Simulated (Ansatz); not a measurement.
# Tc of TaSnPd in the AlB2 type from its phonons

What Tc do the phonons of TaSnPd in the AlB2 type give, and how does it depend on μ*? The cell shown first is a relaxed one, from steps not shown here.

Calculated with Ansatz 0.2.0; DFT PBE, scalar-relativistic, plane waves, PAW; PAW set soft_1.

This is a report of a sequence of runs, with most program output left out.

The structure was built from a prototype and need not be the compound's stable phase.

## Step 1: The cell after earlier relaxation steps

Symmetry: P-6m2, No. 187, hexagonal system. The conventional cell has a = 4.594 Å, b = 4.594 Å, c = 2.992 Å, α = 90.00°, β = 90.00°, γ = 120.00°. Nearest to Ta lie 2 Ta at 2.99 Å and 6 Sn at 3.04 Å and 6 Pd at 3.04 Å. Nearest to Sn lie 3 Pd at 2.65 Å and 2 Sn at 2.99 Å and 6 Ta at 3.04 Å. Nearest to Pd lie 3 Sn at 2.65 Å and 2 Pd at 2.99 Å and 6 Ta at 3.04 Å. Farther neighbours are not listed.

## Step 2: Coupling and resistivity: q 3×3×2, k 6×6×8, scattering 8×8×12

The run that gives the couplings also evaluates McMillan's and Allen and Dynes's formulas and, where asked, the Eliashberg equations, over a range of μ*.

The input, input.yaml:

```yaml
crystal:
  lattice:
    - [4.5937769886, 0.0, 0.0]
    - [-2.2968884943, 3.9783275714, 0.0]
    - [0.0, 0.0, 2.9916590397]
  atoms:
    - { symbol: Ta, position: [0.0, 0.0, 0.0] }
    - { symbol: Sn, position: [0.3333333333, 0.6666666667, 0.5] }
    - { symbol: Pd, position: [0.6666666667, 0.3333333333, 0.5] }
kpoints:
  mp_grid: { grid: [6, 6, 8] }
hamiltonian:
  xc: pbe
  pseudopotentials: { kind: paw, azcp: { folder: soft_1 } }
scf:
  occupations: { method: methfessel_paxton, width: 0.2 }
output:
  eigenvalues: true
phonons:
  method: dfpt
  qmesh: [3, 3, 2]
  temperatures: { t_max: 1000, t_step: 50 }
  qpath:
    path:
      - [[0.0, 0.0, 0.0], [0.5, 0.0, 0.0], [0.33333333, 0.33333333, 0.0], [0.0, 0.0, 0.0], [0.0, 0.0, 0.5], [0.5, 0.0, 0.5], [0.33333333, 0.33333333, 0.5], [0.0, 0.0, 0.5]]
      - [[0.5, 0.0, 0.5], [0.5, 0.0, 0.0]]
      - [[0.33333333, 0.33333333, 0.5], [0.33333333, 0.33333333, 0.0]]
    npoints: 10
  electrical_resistivity:
    mesh: [8, 8, 12]
    temperatures: [20.0, 50.0, 77.0, 100.0, 150.0, 200.0, 300.0, 400.0, 600.0, 800.0]
  superconductivity: { mesh: [8, 8, 12] }
```

Started as:

```bash
$ ansatz run input.yaml --threads 4 --pin off --max-ram 12288MiB --backend cpu --events-out ev --progress --plain --runs-dir out
```

Elapsed: 2.8 min, on 4 threads of Intel Xeon 6975P-C (Granite Rapids), shared host; peak memory 0.89 GiB; 10 min of CPU time.

Numbers from this step:

```yaml
volume_per_atom: 18.22 Å³/atom
metallic_on_mesh: yes
gap_on_the_k_mesh: 0 eV
zero_point_energy: 0.06677 eV/cell
share_of_imaginary_modes_in_the_plain_interpolation_between_solved_wavevectors: 0
highest_frequency_solved_or_plainly_interpolated: 219.4 cm⁻¹
debye_temperature_second_moment: 243 K
resistivity_at_300_k: 77.12 μΩ cm, mean of the axes
coupling_constant_lambda: 0.8405
density_of_states_at_the_fermi_level: 1.315 states/eV a spin and cell
log_mean_phonon_energy_omega_log: 9.865 meV
transport_coupling_constant_lambda_tr: 0.7677, 0.7677, 0.9361 (xx, yy, zz)
drude_plasma_energy: 3.415, 3.415, 3.794 eV (xx, yy, zz)
resistivity_times_mean_free_path: 14.63, 14.63, 11.85 × 10⁻¹⁶ Ω m² (xx, yy, zz)
second_moment_phonon_energy_omega: 11.16 meV
```

Transition temperatures:

```tsv
μ*	McMillan Tc (K)	Allen–Dynes Tc (K)	isotropic Fermi-surface Tc (K)	isotropic full bandwidth Tc (K)	anisotropic Fermi-surface Tc (K)	anisotropic full bandwidth Tc (K)	anisotropic narrow window Tc (K)
0.08	6.65	7	6.77	6.8	7	7.01	7.01
0.1	5.92	6.2	5.9	5.92	6.15	6.15	6.15
0.12	5.2	5.43	5.08	5.1	5.34	5.35	5.35
0.13	4.86	5.06	4.69	4.71	4.96	4.96	4.96
0.14	4.52	4.7	4.32	4.34	4.59	4.6	4.6
0.16	3.87	4.01	3.62	3.64	3.9	3.91	3.91
0.2	2.69	2.77	2.41	2.43	2.71	2.72	2.71
```

## Step 3: Coupling and resistivity: scattering mesh 12×12×16

The next rung changes the scattering mesh, which samples the Fermi surface.

input.yaml, as its differences from that of step 2:

```diff
@@ -29,4 +29,4 @@
   electrical_resistivity:
-    mesh: [8, 8, 12]
+    mesh: [12, 12, 16]
     temperatures: [20.0, 50.0, 77.0, 100.0, 150.0, 200.0, 300.0, 400.0, 600.0, 800.0]
-  superconductivity: { mesh: [8, 8, 12] }
+  superconductivity: { mesh: [12, 12, 16] }
```

It took 2.5 min on 4 threads; peak memory 1.1 GiB; 9.3 min of CPU time.

This step gave:

```yaml
resistivity_at_300_k: 79.35 μΩ cm, mean of the axes
coupling_constant_lambda: 0.8522
density_of_states_at_the_fermi_level: 1.396 states/eV a spin and cell
log_mean_phonon_energy_omega_log: 9.913 meV
transport_coupling_constant_lambda_tr: 0.809, 0.809, 0.9702 (xx, yy, zz)
drude_plasma_energy: 3.536, 3.536, 3.524 eV (xx, yy, zz)
resistivity_times_mean_free_path: 13.81, 13.81, 12.56 × 10⁻¹⁶ Ω m² (xx, yy, zz)
second_moment_phonon_energy_omega: 11.35 meV
```

Transition temperatures:

```tsv
μ*	McMillan Tc (K)	Allen–Dynes Tc (K)	isotropic Fermi-surface Tc (K)	isotropic full bandwidth Tc (K)	anisotropic Fermi-surface Tc (K)	anisotropic full bandwidth Tc (K)	anisotropic narrow window Tc (K)
0.08	6.85	7.22	6.97	6.98	7.1	7.14	7.13
0.1	6.1	6.4	6.09	6.09	6.23	6.26	6.26
0.12	5.38	5.62	5.26	5.26	5.4	5.43	5.43
0.13	5.03	5.25	4.86	4.87	5.01	5.04	5.04
0.14	4.69	4.88	4.48	4.49	4.64	4.66	4.66
0.16	4.03	4.18	3.77	3.77	3.93	3.95	3.95
0.2	2.82	2.92	2.54	2.53	2.71	2.71	2.72
```

Between step 2 and this run (scattering mesh 12×12×16) the value for the log mean phonon energy ħω_log moves from 9.87 meV to 9.91 meV.

## Step 4: Electron–phonon run: q 3×3×3, k 6×6×9, scattering 12×12×16

The next rung changes the q mesh, which sets the reach of the force constants and couplings; the k mesh of the density and its response; the phonon self-energy between the q points, now taken in.

input.yaml, as its differences from that of step 3:

```diff
@@ -10,3 +10,3 @@
 kpoints:
-  mp_grid: { grid: [6, 6, 8] }
+  mp_grid: { grid: [6, 6, 9] }
 hamiltonian:
@@ -20,3 +20,3 @@
   method: dfpt
-  qmesh: [3, 3, 2]
+  qmesh: [3, 3, 3]
   temperatures: { t_max: 1000, t_step: 50 }
```

Wall time 5.4 min (4 threads); peak memory 5.7 GiB; 21 min of CPU time.

This step gave:

```
zero point energy                                 : 0.06678 eV/cell
highest frequency, solved or plainly interpolated : 219 cm⁻¹
resistivity at 300 K                              : 83.61 μΩ cm, mean of the axes
coupling constant λ                               : 0.9292
density of states at the Fermi level              : 1.389 states/eV a spin and cell
log mean phonon energy ħω_log                     : 9.246 meV
transport coupling constant λ_tr                  : 0.8568, 0.8568, 1.098 (xx, yy, zz)
Drude plasma energy                               : 3.541, 3.541, 3.527 eV (xx, yy, zz)
resistivity times mean free path                  : 13.8, 13.8, 12.56 × 10⁻¹⁶ Ω m² (xx, yy, zz)
second-moment phonon energy ħω₂                   : 10.72 meV
```

Transition temperatures:

```tsv
μ*	McMillan Tc (K)	Allen–Dynes Tc (K)	isotropic Fermi-surface Tc (K)	isotropic full bandwidth Tc (K)	anisotropic Fermi-surface Tc (K)	anisotropic full bandwidth Tc (K)	anisotropic narrow window Tc (K)
0.08	7.35	7.81	7.53	7.54	7.75	7.8	7.79
0.1	6.64	7.02	6.68	6.69	6.92	6.96	6.96
0.12	5.94	6.25	5.86	5.87	6.13	6.17	6.16
0.13	5.6	5.88	5.47	5.48	5.76	5.79	5.78
0.14	5.27	5.52	5.1	5.1	5.39	5.42	5.42
0.16	4.62	4.82	4.38	4.38	4.7	4.72	4.72
0.2	3.41	3.54	3.11	3.11	3.48	3.49	3.49
```

The Eliashberg function α²F has structure finer than the step of the table below, so its rows give means over 1 meV, whole bins alone (the curve runs from 0.106 to 27.1 meV). Peaks (meV: height): α²F 6.7: 0.733, 8.0: 0.739, 10.9: 0.486, 12.6: 0.428, 15.8: 0.275, 22.6: 0.142; α²F tr 8.0: 0.836, 10.9: 0.425, 12.6: 0.433, 15.8: 0.238, 22.6: 0.143.

Table of Eliashberg function α²F by phonon energy; means over each step:

```tsv
phonon energy (meV)	α²F	α²F tr
1	1.8e-4	5.6e-5
2	0.00192	8.4e-4
3	0.00580	0.00385
4	0.0137	0.0121
5	0.0559	0.0557
6	0.189	0.198
7	0.609	0.679
8	0.699	0.780
9	0.451	0.393
10	0.337	0.287
11	0.398	0.374
12	0.319	0.337
13	0.397	0.381
14	0.181	0.158
15	0.202	0.181
16	0.197	0.182
17	0.0613	0.0673
18	0.0276	0.0341
19	0.0171	0.0223
20	0.0166	0.0221
21	0.0342	0.0359
22	0.0758	0.0760
23	0.111	0.113
24	0.0583	0.0544
25	0.0434	0.0372
26	0.0805	0.0828
```

The Eliashberg function α²F has structure finer than the step of the table below, so its rows give means over 1 meV, whole bins alone (the curve runs from 0.106 to 27.1 meV). Peaks (meV: height): α²F 6.7: 0.733, 8.0: 0.739, 10.9: 0.486, 12.6: 0.428; Ta 6.7: 0.148, 11.8: 0.242, 12.6: 0.350, 13.3: 0.340; Sn 6.7: 0.107, 8.2: 0.131, 10.9: 0.0877, 22.6: 0.0966; Pd 6.7: 0.478, 8.0: 0.478, 15.8: 0.109.

The Eliashberg function α²F by phonon energy; means over each step:

```tsv
phonon energy (meV)	α²F	Ta	Sn	Pd
1	1.8e-4	7.8e-5	5.6e-5	5.0e-5
2	0.00192	8.4e-4	5.8e-4	5.2e-4
3	0.00580	0.00245	0.00179	0.00159
4	0.0137	0.00549	0.00436	0.00385
5	0.0559	0.0153	0.0206	0.0199
6	0.189	0.0396	0.0599	0.0900
7	0.609	0.113	0.0872	0.408
8	0.699	0.127	0.119	0.454
9	0.451	0.0998	0.0906	0.261
10	0.337	0.113	0.0570	0.167
11	0.398	0.183	0.0646	0.150
12	0.319	0.233	0.0310	0.0549
13	0.397	0.321	0.0306	0.0454
14	0.181	0.112	0.0286	0.0395
15	0.202	0.0897	0.0459	0.0668
16	0.197	0.0692	0.0467	0.0816
17	0.0613	0.00947	0.0189	0.0329
18	0.0276	0.00346	0.0107	0.0134
19	0.0171	0.00221	0.00923	0.00570
20	0.0166	0.00163	0.0141	8.6e-4
21	0.0342	0.00251	0.0288	0.00287
22	0.0758	0.00669	0.0563	0.0127
23	0.111	0.00833	0.0718	0.0308
24	0.0583	0.00261	0.0335	0.0221
25	0.0434	0.00111	0.0235	0.0187
26	0.0805	0.00186	0.0425	0.0362
```

Anisotropic full-bandwidth solution, weighted at the Fermi level. Gaps:

```tsv
mu*	T (K)	mean gap (meV)	5 % (meV)	95 % (meV)	mean Z
0.1	1.74	1.11	0.893	1.32	1.91
0.1	3.48	1.07	0.851	1.27	1.91
0.1	5.22	0.868	0.686	1.04	1.91
0.1	6.26	0.591	0.463	0.709	1.92
0.13	1.45	0.901	0.7	1.09	1.91
0.13	2.89	0.861	0.664	1.05	1.91
0.13	4.34	0.697	0.531	0.857	1.92
0.13	5.21	0.473	0.356	0.585	1.93
0.16	1.18	0.715	0.533	0.891	1.92
0.16	2.36	0.681	0.504	0.854	1.92
0.16	3.54	0.548	0.399	0.696	1.92
0.16	4.25	0.37	0.265	0.474	1.93
```

dTc/da2F against phonon energy:

```tsv
phonon energy (meV)	dTc/da2F (K/meV)
1	-
2	3.10
3	3.53
4	3.58
5	3.47
6	3.30
7	3.11
8	2.93
9	2.75
10	2.60
11	2.44
12	2.31
13	2.19
14	2.07
15	1.96
16	1.86
17	1.77
18	1.68
19	1.61
20	1.54
21	1.47
22	1.41
23	1.35
24	1.29
25	1.24
26	1.19
27	1.15
```

Share of the Fermi-level states against lambda of a state:

```tsv
lambda of a state	share of the Fermi-level states
0.558	1.0e-4
0.589	0
0.620	1.0e-4
0.651	0.0015
0.682	0.0397
0.713	0.0416
0.744	0.0682
0.776	0.0505
0.807	0.130
0.838	0.0248
0.869	0.063
0.900	0.0744
0.931	0.0503
0.962	0.0553
0.993	0.0382
1.020	0.0675
1.060	0.0454
1.090	0.0735
1.120	0.0592
1.150	0.0648
1.180	0.0502
1.210	7.0e-4
1.240	8.0e-4
1.270	0
```

## Step 5: Results

```json
{"meshes": "q 3×3×3, k 6×6×9, scattering 12×12×16", "coupling constant λ": "0.929", "log mean phonon energy ħω_log": "9.25 meV", "Allen–Dynes Tc at μ* = 0.1": "7.02 K", "Allen–Dynes Tc at μ* = 0.13": "5.88 K", "anisotropic Eliashberg Tc at μ* = 0.1": "6.96 K", "anisotropic Eliashberg Tc at μ* = 0.13": "5.79 K"}
```

What this shows: In the last run (PBE, q 3×3×3, k 6×6×9, scattering 12×12×16), with λ = 0.93 and ħω_log = 9.25 meV, Tc at μ* = 0.13 is 5.6 K by McMillan's formula, 5.9 K by Allen and Dynes's and 5.8 K by the anisotropic Eliashberg equations. Raising μ* from 0.10 to 0.16 lowers the Allen–Dynes value from 7.0 to 4.8 K. The mean gap at a quarter of Tc gives 2Δ/k_B Tc = 3.61, against 3.53 in weak-coupling theory. The gap spreads from 0.7 to 1.1 meV over nine tenths of the Fermi surface. By the run's own test λ is not converged in the fine mesh: it moves by 14 % between the two finest. The run's transport test calls it not converged in the mesh; ρ(300 K) moves by 12 % in the component that moves most. Over the runs, λ takes the values 0.841, 0.852 and 0.929, in the order shown. No spin–orbit coupling, which matters for Ta. The structure is a hand-built model. The compound is a prototype filled by a generator; whether it can be made, and whether it orders so, was not tested. μ* is a typed number, phonons are harmonic, and spin fluctuations are left out; at μ* = 0.13 McMillan's formula turns 1 % in λ into about 1.9 % in Tc.

[Logs are printed without paths, hosts, clocks, repeated set-up lines and the standing remarks that a program may print on its own settings, such as how far it seeks lower states.]

[Hosts, paths, dates, database ids (printed as entryN), source tags and the programs' standing remarks are cut or masked in the printed files.]
